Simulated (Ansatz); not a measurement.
# Gap against volume in LiH10C6IN2O2 (C2/c) (176 atoms)

The cell holds 176 atoms: 8 Li, 80 H, 48 C, 8 I, 16 N and 16 O. Cell: a = 13.843 Å, b = 13.807 Å, c = 10.880 Å, α = 90.0°, β = 100.7°, γ = 90.0°. It derives from LiH10C6IN2O2 (C2/c), repeated 1×1×1. The starting structure: LiH10C6IN2O2, space group C2/c, structure from the Crystallography Open Database, 1 x 1 x 1 conventional cells; every coordinate displaced by a Gaussian of 0.03 Å; bonds to H set to neutron lengths (C-H 1.089, N-H 1.015, O-H 0.983, B-H 1.19 Å) where the listed ones are shorter.

Calculated with Ansatz 0.2.0: Kohn-Sham DFT, PBE+D3(BJ), PAW (set soft_2), plane waves; cutoff 420 eV, Γ point, fermi-dirac smearing of 0.05 eV. The relaxed cell was scaled evenly and the atoms were relaxed at each volume. The gap is that between the highest filled and the lowest empty Kohn-Sham level on the run's k-points.

```
volume (Å³/atom)  gap (eV)
          10.449               4.074
          10.913               4.099
          11.262               4.103
          11.610               4.090
          11.958                   ?
          12.306               4.030
```

**Question.** Fit a straight line in ln V to the rows given and interpolate to the withheld row.

Worked fit:

A volume deformation potential makes the spacing linear in u = ln(V/V0), with V0 = 11.610 Å³ the relaxed volume; v is the spacing.

| u = ln(V/V0) | v (eV) |
| --- | --- |
| -0.105361 | 4.0739 |
| -0.0618748 | 4.0995 |
| -0.0304594 | 4.1028 |
| 0 | 4.0904 |
| 0.0582686 | 4.0302 |

With n = 5: mean u = -0.0278853, mean v = 4.07936, Σ(u − ū)² = 0.015364, Σ(u − ū)(v − v̄) = -0.0042493. Slope b = -0.0042493 / 0.015364 = -0.27657; intercept a = v̄ − b ū = 4.0716.

At the withheld volume u = 0.02956, and v = a + b u.

Prediction at 11.958: 4.063 eV. The run gave 4.058 eV, so the fit is high by 0.0052 eV (0.13 % of the value).

The rows follow a line only loosely (correlation 0.63 in size over all rows, under the 0.97 asked here), so the slope of -0.28 eV is a mean trend and no deformation potential. Among the rows given, the largest miss of the fit is at 10.449, by 0.027 eV (37 % of the range of the table).

Limits: The table spans 16 % in volume, wide for a linear law. Semilocal functionals tend to put gaps under measured ones. Only the Γ point is sampled. The mesh needn't hold the band edges. Spin–orbit coupling is left out, which matters for the levels of the heavy elements.

[Logs are printed without paths, hosts, clocks, repeated set-up lines and the standing remarks that a program may print on its own settings, such as how far it seeks lower states.]

[Hosts, paths, dates, database ids (printed as entryN), source tags and the programs' standing remarks are cut or masked in the printed files.]
